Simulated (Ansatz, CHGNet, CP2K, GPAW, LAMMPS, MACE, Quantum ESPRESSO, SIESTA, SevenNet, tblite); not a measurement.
**How far do other methods lie from plane waves? Glassy 60SiO2-7Al2O3-17Li2O-17SrO (mol %) (89 atoms)**

Aim: forces, pressure and gap of glassy 60SiO2-7Al2O3-17Li2O-17SrO (mol %) (89 atoms) at one geometry, from other programs and methods, against plane-wave PBE.

Results are calculated, not measured.

**1. The cell**

The cell holds 89 atoms (18 Si, 4 Al, 10 Li, 5 Sr and 52 O), with edges of 10.43, 10.43 and 10.43 Å. Recipe: 89 atoms (18 Si, 4 Al, 10 Li, 5 Sr, 52 O) placed at random at 2.76 g/cm³, melted at 4000 K for 10 ps at fixed volume with the Morse and Coulomb pair potential with partial charges (Pedone, Malavasi, Menziani, Cormack and Segre, J. Phys. Chem. B 110, 11780 (2006)). Quenched from 4000 K to 300 K at 50 K/ps and fixed volume, held 10 ps at zero pressure. The density is 2.86 g/cm³.

**2. The reference input**

Quantum ESPRESSO 7.5: Kohn-Sham DFT, PBE, SSSP efficiency 1.3.0 pseudopotentials, plane waves. Its input, pw.in:

```
&control
  calculation = 'scf'
  pseudo_dir = './pseudo'
  outdir = './tmp'
  disk_io = 'none'
  tprnfor = .true.
  tstress = .true.
/
&system
  ibrav = 0
  nat = 89
  ntyp = 5
  ecutwfc = 60
  ecutrho = 480
  nosym = .true.
  occupations = 'smearing'
  smearing = 'fd'
  degauss = 0.003675
/
&electrons
  conv_thr = 4.5e-07
  electron_maxstep = 100
  mixing_beta = 0.4
  mixing_mode = 'plain'
  diagonalization = 'david'
/
ATOMIC_SPECIES
Si 28.085 Si.upf
Al 26.982 Al.upf
Li 6.940 Li.upf
Sr 87.620 Sr.upf
O 15.999 O.upf
CELL_PARAMETERS angstrom
10.42707 0.00000 0.00000
0.00000 10.42707 0.00000
0.00000 0.00000 10.42707
ATOMIC_POSITIONS crystal
Si 0.38891 0.04161 0.08190
Si 0.29699 0.19417 0.56604
Si 0.69916 0.28982 0.75808
Si 0.73877 0.70078 0.87668
[... 83 atom lines left out ...]
O 0.21374 0.27614 0.24757
O 0.86733 0.97876 0.89778
K_POINTS gamma
```

```console
$ OMP_NUM_THREADS=1 mpirun -np 4 pw.x -in pw.in > output.txt
```

Run time: 2.5 min. Hardware: 4 MPI ranks of Arm Neoverse V2, shared host; peak memory 3.6 GiB.

It converged with an r.m.s. force component of 1.5 eV/Å and a pressure of 4.5 GPa.

Its highest filled and lowest empty levels lie 2.47 eV apart on its k-points.

**3. The other programs**

- CHGNet: machine-learned potential, published weights.
- CP2K 2026.2: Gaussian basis with GTH pseudopotentials and a plane-wave density; labels give functional, basis (MOLOPT sets; SR short-range, UZH the newer set with its own potentials), grid cutoff/relative cutoff and solver (OT: orbital transformation; TRS4, TC2, SIGN: linear-scaling purification with its sparsity filter), or its built-in tight binding.
- GPAW 26.7.0: PAW with atomic orbitals (LCAO), plane waves or a real-space grid of spacing h.
- MACE: machine-learned potential, published weights.
- Quantum ESPRESSO 7.5: plane waves; labels (QE) give functional, pseudopotential set and cutoffs of waves/density.
- SIESTA 5.4.2: numerical atomic orbitals, whose automatically made sets are far from complete, with PseudoDojo norm-conserving potentials that we converted to its format (checked against plane waves on the same files for H, C, O, Si, Ge and Ca alone); labels give functional, basis size, energy shift and mesh cutoff.
- SevenNet: machine-learned potential, published weights.
- tblite 0.8.0: extended tight binding, driven from Python.

All use the same cell and atoms, and the electronic-structure runs the same k-mesh.

**4. Side by side**

Differences are against the reference: forces as r.m.s. over components, share as that over the reference's r.m.s. force, slope as the fitted ratio of a run's forces to the reference's.

| run | Δ force, r.m.s. (meV/Å) | share (%) | slope | Δ pressure (GPa) | Δ gap (eV) | cores | CPU time | memory (GiB) |
| --- | --- | --- | --- | --- | --- | --- | --- | --- |
| reference | - | - | - | - | - | 4 | 10 min | 3.6 |
| CHGNet r2SCAN potential | 355 | 24.2 | 0.792 | -3.96 | - | 1 | 2.6 s | 1.3 |
| CP2K PBE, DZVP-MOLOPT-SR, 280/50 Ry, OT DIIS (coarse) | 147 | 10.0 | 0.992 | 0.107 | -0.167 | 2 | 6.6 min | 0.87 |
| CP2K PBE, DZVP-MOLOPT-SR, 800/50 Ry, OT DIIS | 107 | 7.33 | 0.987 | -0.126 | -0.157 | 2 | 8.3 min | 2.3 |
| CP2K PBE, DZVP-MOLOPT-SR, 800/50 Ry, TRS4 filter 1e-07, SCF 1e-07 | 111 | 7.57 | 0.989 | -0.115 | - | 2 | 3.7 min | 2.3 |
| GPAW PBE, LCAO dzp, h 0.18 Å | 338 | 23.1 | 1.163 | - | -0.116 | 1 | 3.2 min | 1.7 |
| GPAW PBE, LCAO dzp, h 0.22 Å (coarse) | 362 | 24.7 | 1.161 | - | -0.119 | 1 | 2.2 min | 1.1 |
| GPAW PBE, LCAO szp(dzp), h 0.18 Å (coarse) | 374 | 25.5 | 1.167 | - | -0.212 | 1 | 2.5 min | 1.6 |
| MACE MP-0b2 small potential | 123 | 8.36 | 0.956 | 0.267 | - | 1 | 5.1 s | 0.68 |
| QE PBE, sg15-1.2, 80/320 Ry | 49.0 | 3.34 | 0.991 | -0.052 | 0.0071 | 4 | 8.3 min | 2.3 |
| QE PBE, sssp-1.3.0-efficiency, 30/240 Ry (coarse) | 50.0 | 3.41 | 1.016 | -32.7 | -0.0347 | 2 | 3.1 min | 1.3 |
| SIESTA PBE, DZ, shift 0.01 Ry, mesh 500 Ry (coarse) | 979 | 66.8 | 1.438 | 11.6 | -0.565 | 2 | 2.1 min | 1.4 |
| SIESTA PBE, DZP, shift 0.01 Ry, mesh 500 Ry | 405 | 27.6 | 1.185 | 4.07 | -0.240 | 2 | 5.6 min | 2.3 |
| SIESTA PBE, SZP, shift 0.01 Ry, mesh 500 Ry (coarse) | 677 | 46.2 | 1.338 | 7.85 | -0.240 | 2 | 4.6 min | 2.1 |
| SevenNet l3i5 potential | 62.1 | 4.23 | 0.982 | 0.0391 | - | 1 | 7.5 s | 1.6 |
| tblite GFN1-xTB | 658 | 44.9 | 0.995 | -15.6 | - | 1 | 5.4 s | 0.14 |

Rows marked coarse were listed beforehand as settings not expected to be converged; some can still land near the reference.

Times of the machine-learned potentials are mostly Python's start and the loading of weights.

CPU time is summed over cores on shared hosts, so it is rough.

**5. Findings**

Forces lie from 3.3 % (QE PBE, sg15-1.2, 80/320 Ry) to 67 % (SIESTA PBE, DZ, shift 0.01 Ry, mesh 500 Ry, coarse) of the reference's r.m.s. force of 1.5 eV/Å away from it. Other PBE runs on plane waves or a grid: QE PBE, sg15-1.2, 80/320 Ry 3.3 % of the r.m.s. force; the reference has errors of its own, so differences under a few per cent don't tell which side is nearer the exact PBE result. The PBE runs in local orbitals, coarse settings apart, differ by 7.3 % (CP2K PBE, DZVP-MOLOPT-SR, 800/50 Ry, OT DIIS) to 28 % (SIESTA PBE, DZP, shift 0.01 Ry, mesh 500 Ry); basis, grid and potentials can all enter. Tight binding differs by 45 % (tblite GFN1-xTB); it is another model, with fitted parameters of its own, and the xTB methods hold dispersion.

Machine-learned potentials differ by 4.2 % (SevenNet l3i5 potential) to 24 % (CHGNet r2SCAN potential); they were trained on other programs' data, some at another functional. Runs with settings chosen to be coarse differ by 3.4 % (QE PBE, sssp-1.3.0-efficiency, 30/240 Ry) to 67 % (SIESTA PBE, DZ, shift 0.01 Ry, mesh 500 Ry), their programs' other errors included. SIESTA PBE, SZP, shift 0.01 Ry, mesh 500 Ry stiffens the forces by a factor of 1.34 while following their directions (correlation 0.973); the slopes of the 3 SIESTA runs lie between 1.18 and 1.44. From CP2K PBE, DZVP-MOLOPT-SR, 280/50 Ry, OT DIIS to the finer CP2K PBE, DZVP-MOLOPT-SR, 800/50 Ry, TRS4 filter 1e-07, SCF 1e-07 the share falls from 10 to 7.6 %. From GPAW PBE, LCAO dzp, h 0.22 Å to the finer GPAW PBE, LCAO dzp, h 0.18 Å the share falls from 25 to 23 %. Pressures at PBE, coarse settings apart, lie -0.13 to +4.07 GPa from the reference's. Gaps at PBE, coarse settings apart, lie -0.24 to +0.01 eV from the reference's. A pressure off by over 25 GPa (QE PBE, sssp-1.3.0-efficiency, 30/240 Ry) is no usable stress for this cell.

Caveats: Periodic xTB results under one method name differ between programs and library versions. The potentials hold different valence shells: 476 electrons in the reference, 456 in GPAW and 508 in Quantum ESPRESSO with SG15; this bears on time and differences. The reference's pressure holds the uncorrected Pulay stress of its 60 Ry basis, so small pressure differences may be the reference's own error. Machine-learned potentials mimic data converged in k, so the reference's own k-point error enters their differences. The quench rate of 50 K/ps is many orders above laboratory rates, so the cell is likely richer in defects and strain than a real sample. The network of bonds at the start is that of the classical potential that made the cell, and needn't be the one that DFT or experiment would give. The reference's stress is far from hydrostatic: its diagonal is 5.9, 5.6, 2.1 GPa, compression counted positive. The electronic-structure runs sample only Γ, in a cell whose shortest periodic width is 10 Å. Where levels are smeared, the DFT runs use Fermi–Dirac occupations at 580 K (0.05 eV), and energies are free energies. The reference's cutoffs and mesh weren't converged further here.

[Logs are printed without paths, hosts, clocks, repeated set-up lines and the standing remarks that a program may print on its own settings, such as how far it seeks lower states.]

[Hosts, paths, dates, database ids (printed as entryN), source tags and the programs' standing remarks are cut or masked in the printed files.]

[Cells were taken only where this reference lay near another plane-wave run.]
